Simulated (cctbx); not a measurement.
## Lattice, Laue class and space group of a new crystal

Cell: a = 9.8970 Å, b = 9.8970 Å, c = 9.8970 Å, α = 90.00°, β = 90.00°, γ = 90.00°. Expected content of the cell: Se32 Cu8 Co16.

Simulated single-crystal data (cctbx): synchrotron X-rays, λ = 0.6889 Å, to d = 0.84 Å, 50 % of the full sphere, strongest reflection 5000 counts, noise from counting, a 6 % proportional error and a noise floor of 8 counts (s.d.); no absorption, some extinction.

A first pass over the reflections prints:

```text
3473 reflections to d = 0.842 A
centring   violations  <I/sigma> of those
    A          0 of  1737     -0.0
    B          0 of  1740     -0.0
    C          0 of  1731      0.0
    I        230 of  1723      1.4
    R        289 of  2352      1.3
    F          0 of  2604     -0.0
Laue class    unique    Rint  (classes that these axes allow; Friedel mates merged)
F m m m           245   0.075
F m -3             89   0.081
F m -3 m           66   0.081
space group    extra absences  I>4sigma  <I/sigma>
F 4 3 2                 0          0         -  acentric
F 41 3 2               11          0      -0.2  acentric
F -4 3 m                0          0         -  acentric
F m -3 m                0          0         -  centric
F d -3 m :1            73          0      -0.0  centric
F d -3 m :2            73          0      -0.0  centric
Wilson B = 1.77 A^2   <|E^2-1|> = 0.854 (0.968 centric, 0.736 acentric)   E^2>4: 1.7 %
shell (A)         n   <I/sigma>
 5.71 - 1.44     18     19.7
 1.44 - 1.15     13     17.0
 1.15 - 1.01     10     29.1
 1.01 - 0.91     14     13.1
 0.91 - 0.85     11     10.7
```

**Question.** What are the lattice type, the Laue class and the likely space group?

The reflections that A, B, C and F centring forbids are absent (⟨I/σ⟩ near 0), so the lattice is F. F holds A, B and C together.

Rint stays low (0.075 to 0.081) up to F m -3 m, the highest class in these axes.

6 settings pass the absence test. The most absences obeyed, 73, belong to F d -3 m alone.

⟨|E²−1|⟩ = 0.854 lies between the two ideal values. The Wilson B of 1.77 Å² means U ≈ 0.0224 Å².

The true group is Fd-3m (no. 227, origin choice 1), Laue class m-3m, centrosymmetric. The tables fix it.

The model was made for the exercise: a known structure type with other elements put in, its volume estimated, not relaxed; displacement parameters are assumed.

[Logs are printed without paths, hosts, clocks, repeated set-up lines and the standing remarks that a program may print on its own settings, such as how far it seeks lower states.]
